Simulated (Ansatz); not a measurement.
## The perfect V wire along [110], 17 atoms a period

Wanted: the relaxed geometry and the bands of the V wire along [110], 17 atoms a period.

Calculated with Ansatz 0.2.0; DFT PBE, plane waves, PAW; relaxation of a wire's period; PAW set soft_1, in the first sound run; inputs show where later runs differ.

### 1. The starting structure

The cell holds 17 atoms: 17 V. Cell: a = 12.780 Å, b = 15.257 Å, c = 4.228 Å, α = 90.0°, β = 90.0°, γ = 90.0°. Vacuum lies along a and b. The structure's axis is c.

### 2. The relaxed wire

Band widths follow the bond lengths, so the wire is relaxed first. The atoms and the third cell vector are free; the box across stays fixed as vacuum. A Fermi-Dirac smearing is set since the result may be a metal. The pressure printed is a third of the stress's trace over the whole box, vacuum included; only the stress along the axis is relaxed.

input.yaml

```yaml
crystal:
  lattice:
    - [12.78, 0.0, 0.0]
    - [0.0, 15.257, 0.0]
    - [0.0, 0.0, 4.2284985515]
  atoms:
    - { symbol: V, position: [0.266040689, 0.499999905, 0.0] }
    - { symbol: V, position: [0.383020344, 0.361424217, 0.0] }
    - { symbol: V, position: [0.5, 0.222848529, 0.0] }
    - { symbol: V, position: [0.5, 0.499999905, 0.0] }
    - { symbol: V, position: [0.616979656, 0.361424217, 0.0] }
    - { symbol: V, position: [0.733959311, 0.499999905, 0.0] }
    - { symbol: V, position: [0.266040689, 0.361424217, 0.5] }
    - { symbol: V, position: [0.266040689, 0.638575593, 0.5] }
    - { symbol: V, position: [0.383020344, 0.499999905, 0.5] }
    - { symbol: V, position: [0.5, 0.361424217, 0.5] }
    - { symbol: V, position: [0.5, 0.638575593, 0.5] }
    - { symbol: V, position: [0.616979656, 0.499999905, 0.5] }
    - { symbol: V, position: [0.733959311, 0.361424217, 0.5] }
    - { symbol: V, position: [0.733959311, 0.638575593, 0.5] }
    - { symbol: V, position: [0.383020344, 0.638575593, 0.0] }
    - { symbol: V, position: [0.5, 0.777151282, 0.0] }
    - { symbol: V, position: [0.616979656, 0.638575593, 0.0] }
kpoints:
  mp_grid: { grid: [1, 1, 19] }
scf:
  occupations: { method: fermi_dirac, width: 0.05 }
hamiltonian:
  xc: pbe
  pseudopotentials: { kind: paw, azcp: { folder: soft_1 } }
relax:
  cell: { fix: [a, b, alpha, beta, gamma] }
  max_steps: 45
  f_tol: 0.03
```

The run is started by

```sh
> ansatz run input.yaml --threads 4 --pin off --max-ram 16384MiB --backend cpu --events-out ev --progress --plain --runs-dir out
```

Numbers of over 12 decimals in the logs are rounded to 6 here.

What it wrote:

```text
Engine: ansatz 0.2.0, x86_64-unknown-linux-gnu
Pseudopotentials: kind: paw
Pseudopotential: V, paw, valence charge 13, recommended cutoff 420 eV (normal), soft_1/V.paw.azcp
Functional definition: PBE
  parameter kappa = 0.804
  parameter beta = 0.066725
  exchange = pbe_x(kappa = kappa, mu = beta*pi^2/3)
  correlation = pbe_c(beta = beta)
Crystal: 17 atoms, lattice volume = 824.492 Å³
Basis set: ecut = 420 eV, 16059 PW (Γ), exchange–correlation on 180×216×60 points (8 copies of the dense FFT grid, shifted against one another)
Bands: 133, of which v1, the nominal top of the filled ones, is band 111 counted from 1 (110 counted from 0)
Symmetry: 8 space group operations
Space group: Pmmm (ITA 47), of the structure as read, at distance tolerance 9.4e-5 Å
k-points: 10 of 19
Non-local potential: V, projectors of the file, l = 0: 3, l = 1: 2, l = 2: 3, l = 3: 1
PAW form: soft (Blöchl's): semilocal exchange-correlation on the pseudo side does not see the compensation charge
PAW one-centre angular grid: V, 590 points (default); XC on 64 Gauss nodes
Initial density: superposition of atomic densities (neutral atoms: chi_scale 0, normalization atom)
Initial wavefunctions: pseudopotential atomic-orbital guess
Functional: x = pbe(κ = 0.804, μ = 0.219515), c = pbe(β = 0.066725)
SCF iter   1: F=—  HF=-49526.214583 eV  |F-HF|=—  |Δ(HF+E_count)|=         —  Δρ=1.19e-1  dr2=6.30e2  ethr=3.10e-3  ⟨swp⟩=11.1  Hψ=6306  notcnv=0
preconditioner: auto → LDOS  [metal: Δε(μ)=0.007 eV  Ē_g=3.219 eV  σ=0.050 eV  W_gap=0.03  n_scr=156 (ndim 8)  ℏωp=11.9 eV  f_vac=0.517  D(μ)=20.35/eV (n_scr^D=132)  β→1.0]
SCF iter   2: F=—  HF=-49621.795821 eV  |F-HF|=—  |Δ(HF+E_count)|=    9.56e1  Δρ=3.06e-1  dr2=3.25e3  ethr=3.10e-3  ⟨swp⟩=18.7  Hψ=15631  notcnv=0  defer=1  recentre
SCF iter   3: F=—  HF=-49500.580267 eV  |F-HF|=—  |Δ(HF+E_count)|=    1.21e2  Δρ=9.36e-2  dr2=2.56e2  ethr=3.10e-3  ⟨swp⟩=16.3  Hψ=10556  notcnv=0  defer=18
SCF iter   4: F=—  HF=-49490.550300 eV  |F-HF|=—  |Δ(HF+E_count)|=    1.00e1  Δρ=2.94e-2  dr2=4.00e1  ethr=3.10e-3  ⟨swp⟩=10.1  Hψ=4809  notcnv=0  defer=7
SCF iter   5: F=—  HF=-49488.227485 eV  |F-HF|=—  |Δ(HF+E_count)|=    2.32e0  Δρ=3.17e-2  dr2=2.26e1  ethr=3.10e-3  ⟨swp⟩=8.3  Hψ=4188  notcnv=0  defer=7
SCF iter   6: F=—  HF=-49488.044671 eV  |F-HF|=—  |Δ(HF+E_count)|=   1.83e-1  Δρ=2.27e-2  dr2=1.07e1  ethr=3.10e-3  ⟨swp⟩=6.3  Hψ=2162  notcnv=0  defer=4
SCF iter   7: F=—  HF=-49487.935062 eV  |F-HF|=—  |Δ(HF+E_count)|=   1.10e-1  Δρ=1.34e-2  dr2=3.73e0  ethr=3.10e-3  ⟨swp⟩=2.1  Hψ=1511  notcnv=0
SCF iter   8: F=—  HF=-49487.861244 eV  |F-HF|=—  |Δ(HF+E_count)|=   7.38e-2  Δρ=4.74e-3  dr2=5.02e-1  ethr=1.69e-3  ⟨swp⟩=2.7  Hψ=1468  notcnv=0  defer=1
SCF iter   9: F=—  HF=-49487.855301 eV  |F-HF|=—  |Δ(HF+E_count)|=   5.94e-3  Δρ=1.03e-3  dr2=2.64e-2  ethr=2.27e-4  ⟨swp⟩=7.8  Hψ=2577  notcnv=0  defer=8
SCF iter  10: F=—  HF=-49487.855115 eV  |F-HF|=—  |Δ(HF+E_count)|=   1.85e-4  Δρ=4.92e-4  dr2=4.27e-3  ethr=1.20e-5  ⟨swp⟩=2.9  Hψ=1920  notcnv=0  defer=2
SCF iter  11: F=—  HF=-49487.855181 eV  |F-HF|=—  |Δ(HF+E_count)|=   6.61e-5  Δρ=1.53e-4  dr2=3.38e-4  ethr=1.93e-6  ⟨swp⟩=2.1  Hψ=1730  notcnv=0
SCF iter  12: F=—  HF=-49487.855197 eV  |F-HF|=—  |Δ(HF+E_count)|=   1.59e-5  Δρ=6.80e-5  dr2=8.74e-5  ethr=1.53e-7  ⟨swp⟩=2.7  Hψ=1841  notcnv=0
SCF iter  13: F=—  HF=-49487.855401 eV  |F-HF|=—  |Δ(HF+E_count)|=   2.04e-4  Δρ=5.25e-5  dr2=4.88e-5  ethr=3.95e-8  ⟨swp⟩=2.0  Hψ=1716  notcnv=0
SCF iter  14: F=—  HF=-49487.855403 eV  |F-HF|=—  |Δ(HF+E_count)|=   1.24e-6  Δρ=1.18e-5  dr2=2.12e-6  ethr=2.21e-8  ⟨swp⟩=2.0  Hψ=1585  notcnv=0
SCF iter  15: F=—  HF=-49487.855403 eV  |F-HF|=—  |Δ(HF+E_count)|=   5.02e-7  Δρ=6.91e-6  dr2=5.62e-7  ethr=9.61e-10  ⟨swp⟩=3.3  Hψ=1986  notcnv=0
SCF iter  16: F=-49487.855403 eV  HF=-49487.855403 eV  |F-HF|=2.39e-8  |Δ(HF+E_count)|=   1.04e-7  Δρ=2.60e-6  dr2=8.71e-8  ethr=4.52e-11  ⟨swp⟩=4.7  Hψ=5098  notcnv=0
SCF 1 converged in 16 iterations: F = -49487.855403 eV  dr2 = 8.71e-8
  greatest PAW one-centre occupation: 1.000 electrons in one spin orbital (limit 2), on the V atom at site 11 (counted from 0), in its partial waves of l = 0
relax step   1: F+E_penalty+E_count = -49487.85540325 eV  Δ(F+E_penalty+E_count) = +0.000e0 eV  max|allowed force component| = 3.115e0 eV/Å  Δτ_max = 0.0000 Å  P = -4.973 GPa  Ω = 824.492 Å³  fix = [a, b, alpha, beta, gamma]  reactions: a -4.198, b -5.390 GPa  (16 SCF iters, dr2 threshold 1.00e-7 eV, accepted)
Crystal: 17 atoms, lattice volume = 809.385 Å³
Basis set: ecut = 420 eV, 15741 PW (Γ), exchange–correlation on 180×216×60 points (8 copies of the dense FFT grid, shifted against one another)
Initial density: handed on by an earlier stage of this run
Initial wavefunctions: those handed on with the density
SCF iter   1: F=—  HF=-49490.737829 eV  |F-HF|=—  |Δ(HF+E_count)|=         —  Δρ=2.20e-2  dr2=9.65e0  ethr=3.10e-3  ⟨swp⟩=11.0  Hψ=6338  notcnv=0
preconditioner: auto → LDOS  [metal: Δε(μ)=0.037 eV  Ē_g=2.333 eV  σ=0.050 eV  W_gap=0.18  n_scr=156 (ndim 8)  ℏωp=12.0 eV  f_vac=0.568  D(μ)=22.05/eV (n_scr^D=160)  β→1.0]
SCF iter   2: F=—  HF=-49491.241512 eV  |F-HF|=—  |Δ(HF+E_count)|=   5.04e-1  Δρ=3.63e-2  dr2=2.34e1  ethr=3.10e-3  ⟨swp⟩=3.5  Hψ=2351  notcnv=0  recentre
SCF iter   3: F=—  HF=-49490.300971 eV  |F-HF|=—  |Δ(HF+E_count)|=   9.41e-1  Δρ=8.81e-3  dr2=1.44e0  ethr=3.10e-3  ⟨swp⟩=2.9  Hψ=2459  notcnv=0
SCF iter   4: F=—  HF=-49490.247097 eV  |F-HF|=—  |Δ(HF+E_count)|=   5.39e-2  Δρ=2.64e-3  dr2=9.42e-2  ethr=6.53e-4  ⟨swp⟩=2.3  Hψ=1729  notcnv=0
SCF iter   5: F=—  HF=-49490.244230 eV  |F-HF|=—  |Δ(HF+E_count)|=   2.87e-3  Δρ=9.19e-4  dr2=1.21e-2  ethr=4.26e-5  ⟨swp⟩=2.0  Hψ=1938  notcnv=0
SCF iter   6: F=—  HF=-49490.244982 eV  |F-HF|=—  |Δ(HF+E_count)|=   7.52e-4  Δρ=3.89e-4  dr2=2.04e-3  ethr=5.45e-6  ⟨swp⟩=2.1  Hψ=1722  notcnv=0
SCF iter   7: F=—  HF=-49490.245190 eV  |F-HF|=—  |Δ(HF+E_count)|=   2.09e-4  Δρ=1.49e-4  dr2=3.04e-4  ethr=9.22e-7  ⟨swp⟩=2.1  Hψ=1739  notcnv=0
SCF iter   8: F=—  HF=-49490.245255 eV  |F-HF|=—  |Δ(HF+E_count)|=   6.44e-5  Δρ=7.21e-5  dr2=7.47e-5  ethr=1.38e-7  ⟨swp⟩=2.0  Hψ=1757  notcnv=0
SCF iter   9: F=—  HF=-49490.245263 eV  |F-HF|=—  |Δ(HF+E_count)|=   8.37e-6  Δρ=2.81e-5  dr2=1.27e-5  ethr=3.38e-8  ⟨swp⟩=2.0  Hψ=1758  notcnv=0
SCF iter  10: F=—  HF=-49490.245265 eV  |F-HF|=—  |Δ(HF+E_count)|=   1.52e-6  Δρ=1.74e-5  dr2=4.58e-6  ethr=5.76e-9  ⟨swp⟩=2.2  Hψ=1782  notcnv=0
SCF iter  11: F=-49490.245265 eV  HF=-49490.245265 eV  |F-HF|=3.50e-7  |Δ(HF+E_count)|=   2.87e-7  Δρ=6.02e-6  dr2=6.26e-7  ethr=7.69e-10  ⟨swp⟩=5.0  Hψ=3943  notcnv=0
[...]
relax step   7: F+E_penalty+E_count = -49491.07471582 eV  Δ(F+E_penalty+E_count) = -2.353e-3 eV  max|allowed force component| = 8.339e-2 eV/Å  Δτ_max = 0.0121 Å  P = -0.005 GPa  Ω = 783.514 Å³  energy of the carried Pulay correction = +9.013e-3 eV  fix = [a, b, alpha, beta, gamma]  reactions: a -0.093, b +0.110 GPa  (13 SCF iters, accepted)
[...]
relax step   8: F+E_penalty+E_count = -49491.07606532 eV  Δ(F+E_penalty+E_count) = -1.350e-3 eV  max|allowed force component| = 8.448e-2 eV/Å  Δτ_max = 0.0294 Å  P = +0.002 GPa  Ω = 783.257 Å³  energy of the carried Pulay correction = +9.071e-3 eV  fix = [a, b, alpha, beta, gamma]  reactions: a -0.025, b +0.010 GPa  (9 SCF iters, dr2 threshold 4.35e-7 eV, accepted)
[...]
relax step   9: F+E_penalty+E_count = -49491.07715506 eV  Δ(F+E_penalty+E_count) = -1.090e-3 eV  max|allowed force component| = 1.526e-2 eV/Å  Δτ_max = 0.0069 Å  P = -0.020 GPa  Ω = 782.887 Å³  energy of the carried Pulay correction = +9.155e-3 eV  fix = [a, b, alpha, beta, gamma]  reactions: a -0.060, b +0.011 GPa  (8 SCF iters, dr2 threshold 4.46e-7 eV, accepted)
Basis set: ecut = 420 eV, 15341 PW (Γ), exchange–correlation on 180×216×54 points (8 copies of the dense FFT grid, shifted against one another)
Initial wavefunctions: pseudopotential atomic-orbital guess (no wavefunctions were taken with the density)
iter 1 solved again at ethr=3.17e-7 eV; its pass at ethr=3.10e-3 eV (dr2=7.01e-4 eV) is discarded
SCF iter   1: F=—  HF=-49491.065703 eV  |F-HF|=—  |Δ(HF+E_count)|=         —  Δρ=7.67e-5  dr2=6.57e-6  ethr=3.17e-7  ⟨swp⟩=4.9  Hψ=10316  notcnv=0
preconditioner: auto → LDOS  [metal: Δε(μ)=0.029 eV  Ē_g=2.421 eV  σ=0.050 eV  W_gap=0.14  n_scr=148 (ndim 8)  ℏωp=12.2 eV  f_vac=0.578  D(μ)=23.83/eV (n_scr^D=188)  β→1.0]
SCF iter   2: F=—  HF=-49491.066238 eV  |F-HF|=—  |Δ(HF+E_count)|=   5.35e-4  Δρ=6.29e-5  dr2=4.65e-5  ethr=2.97e-9  ⟨swp⟩=3.1  Hψ=2924  notcnv=0
SCF iter   3: F=—  HF=-49491.066232 eV  |F-HF|=—  |Δ(HF+E_count)|=   5.31e-6  Δρ=3.99e-5  dr2=1.82e-5  ethr=2.97e-9  ⟨swp⟩=3.0  Hψ=2555  notcnv=0
SCF iter   4: F=—  HF=-49491.066231 eV  |F-HF|=—  |Δ(HF+E_count)|=   9.55e-7  Δρ=2.50e-5  dr2=7.51e-6  ethr=2.97e-9  ⟨swp⟩=2.0  Hψ=2008  notcnv=0
SCF iter   5: F=—  HF=-49491.066231 eV  |F-HF|=—  |Δ(HF+E_count)|=   4.97e-7  Δρ=7.89e-6  dr2=7.25e-7  ethr=2.97e-9  ⟨swp⟩=2.0  Hψ=1556  notcnv=0
SCF iter   6: F=—  HF=-49491.066231 eV  |F-HF|=—  |Δ(HF+E_count)|=   5.04e-8  Δρ=3.40e-6  dr2=1.61e-7  ethr=3.28e-10  ⟨swp⟩=2.0  Hψ=1743  notcnv=0
SCF iter   7: F=—  HF=-49491.066231 eV  |F-HF|=—  |Δ(HF+E_count)|=   8.00e-9  Δρ=7.12e-7  dr2=8.80e-9  ethr=7.27e-11  ⟨swp⟩=2.0  Hψ=1715  notcnv=0
SCF iter   8: F=—  HF=-49491.066231 eV  |F-HF|=—  |Δ(HF+E_count)|=  1.16e-10  Δρ=2.62e-7  dr2=9.23e-10  ethr=3.98e-12  ⟨swp⟩=2.1  Hψ=1731  notcnv=0
SCF iter   9: F=—  HF=-49491.066231 eV  |F-HF|=—  |Δ(HF+E_count)|=  6.55e-11  Δρ=2.37e-7  dr2=6.76e-10  ethr=1.00e-12  ⟨swp⟩=2.0  Hψ=1768  notcnv=0
SCF iter  10: F=-49491.066231 eV  HF=-49491.066231 eV  |F-HF|=6.55e-11  |Δ(HF+E_count)|=  7.28e-12  Δρ=7.34e-8  dr2=6.42e-11  ethr=1.00e-12  ⟨swp⟩=3.9  Hψ=4533  notcnv=0
SCF 10 converged in 10 iterations: F = -49491.066231 eV  dr2 = 6.42e-11
relax step  10: F+E_penalty+E_count = -49491.06623078 eV  Δ(F+E_penalty+E_count) = +1.092e-2 eV  max|allowed force component| = 1.580e-2 eV/Å  Δτ_max = 0.0000 Å  P = -0.008 GPa  Ω = 782.887 Å³  fix = [a, b, alpha, beta, gamma]  reactions: a -0.045, b +0.022 GPa  stress off target by 1.14e-3 GPa on what of the cell is left free  SCF on the basis re-selected at this cell (its energy is not comparable with the rows above)  (10 SCF iters)
basis re-selected at this cell: Δ(F+E_penalty+E_count) = +1.092e-2 eV, ΔP = +0.011 GPa vs the last step (what re-selecting the basis moved, of the pressure what is left beyond the Pulay correction that the steps carried, after the strain that the cell walked since its last selection, with what the two solves' SCF thresholds leave and, on support functions, any second-order correction that the steps lacked; it is no measure of the basis error at this ecutwfc). The dense FFT grid was sized anew with the basis: this SCF ran on 90×108×27 points, the steps before it on 90×108×30, so part of this shift can come from that change (see relax.cell in the input reference). [rest of the remark cut]
SCF converged after 10 iterations
Free energy (F): -49491.066231 eV
Harris-Foulkes:  -49491.066231 eV  (|F-HF|=6.55e-11)
Internal energy: -49490.860288 eV  (E = F + TS)
E sigma→0 (E₀):  -49490.963259 eV
Entropy (-TS):   -0.205943 eV (-12.114 meV/atom)
Fermi energy:    2.589523 eV
--- Per-component energies (eV) ---
  E_band       = -5557.114341
  E_kinetic    = 5020.397829
  E_local      = -129147.140818  (includes V_loc(G=0)·N_el)
  E_nonlocal   = 1423.409380
  E_hartree    = 61612.651025
  E_xc         = -1938.212880
  E_vxc        = -2450.214171  (∫ρ·V_xc dr)
  E_paw        = -19146.627747  (= ΣΔE_a)
  E_vpaw       = -3628.886503  (= ΣTr[D̂ρ^β])
  E_aug_tail   = 0.017576  (compensation charges beyond the density's cutoff)
  E_ewald      = 32684.645348
  E_smearing   = -0.205943  (= −TS)
  E_closure    = -0.000000  (closes the sum)
  Σ components = -49491.066231   (vs F -49491.066231, Δ=0.00e0)
--- Forces (eV/Å), atoms counted from 1 ---
  atom   1  V     -0.00060051     0.00000000     0.00000000
  atom   2  V      0.00324739     0.00203541     0.00000000
  atom   3  V      0.00000000     0.00195921     0.00000000
  atom   4  V      0.00000000     0.00000000     0.00000000
  atom   5  V     -0.00324739     0.00203541     0.00000000
  atom   6  V      0.00060051     0.00000000     0.00000000
  atom   7  V     -0.00901131    -0.00950877     0.00000000
  atom   8  V     -0.00901131     0.00950877     0.00000000
  atom   9  V      0.00541692     0.00000000     0.00000000
  atom  10  V      0.00000000    -0.01580030     0.00000000
  atom  11  V      0.00000000     0.01580030     0.00000000
  atom  12  V     -0.00541692     0.00000000     0.00000000
  atom  13  V      0.00901131    -0.00950877     0.00000000
  atom  14  V      0.00901131     0.00950877     0.00000000
  atom  15  V      0.00324739    -0.00203541     0.00000000
  atom  16  V      0.00000000    -0.00195921     0.00000000
  atom  17  V     -0.00324739    -0.00203541     0.00000000
  max |Σ_I F_I| component: 1.30e-18 eV/Å
--- Stress (GPa, compression-positive) ---
       -0.045245       0.000000       0.000000
        0.000000       0.021627       0.000000
        0.000000       0.000000      -0.001145
  P = ⅓ Tr σ = -0.0083 GPa (-0.083 kbar)
--- Relaxed structure (9 steps of the walk, 8 accepted, 1 SCFs on fresh bases) ---
  F+E_penalty+E_count = -49491.06623078 eV   max|allowed force component| = 1.580e-2 eV/Å   (the final SCF, on the basis selected at the relaxed cell)
  cell:  # Å, volume = 782.8866 Å³
    - [12.78, 0.0, 0.0]
    - [0.0, 15.257, 0.0]
    - [0.0, 0.0, 4.015123]
  atoms:
    - { symbol: V, position: [0.268995, 0.500000, 0.0] }
    - { symbol: V, position: [0.382295, 0.365562, 0.0] }
    - { symbol: V, position: [0.5, 0.247321, 0.0] }
    - { symbol: V, position: [0.5, 0.500000, 0.0] }
    - { symbol: V, position: [0.617705, 0.365562, 0.0] }
    - { symbol: V, position: [0.731005, 0.500000, 0.0] }
    - { symbol: V, position: [0.279362, 0.367078, 0.5] }
    - { symbol: V, position: [0.279362, 0.632922, 0.5] }
    - { symbol: V, position: [0.383544, 0.500000, 0.5] }
    - { symbol: V, position: [0.5, 0.354451, 0.5] }
    - { symbol: V, position: [0.5, 0.645549, 0.5] }
    - { symbol: V, position: [0.616456, 0.500000, 0.5] }
    - { symbol: V, position: [0.720638, 0.367078, 0.5] }
    - { symbol: V, position: [0.720638, 0.632922, 0.5] }
    - { symbol: V, position: [0.382295, 0.634438, 0.0] }
    - { symbol: V, position: [0.5, 0.752679, 0.0] }
    - { symbol: V, position: [0.617705, 0.634438, 0.0] }
```

It took 3.2 min on 4 threads of Intel Xeon Platinum 8375C at 2.90GHz (Ice Lake), shared host; peak memory 3 GiB.

This run has no spin polarisation, although V can carry a moment.

[end of part 1 of 2]

[Logs are printed without paths, hosts, clocks, repeated set-up lines and the standing remarks that a program may print on its own settings, such as how far it seeks lower states.]

[Hosts, paths, dates, database ids (printed as entryN), source tags and the programs' standing remarks are cut or masked in the printed files.]
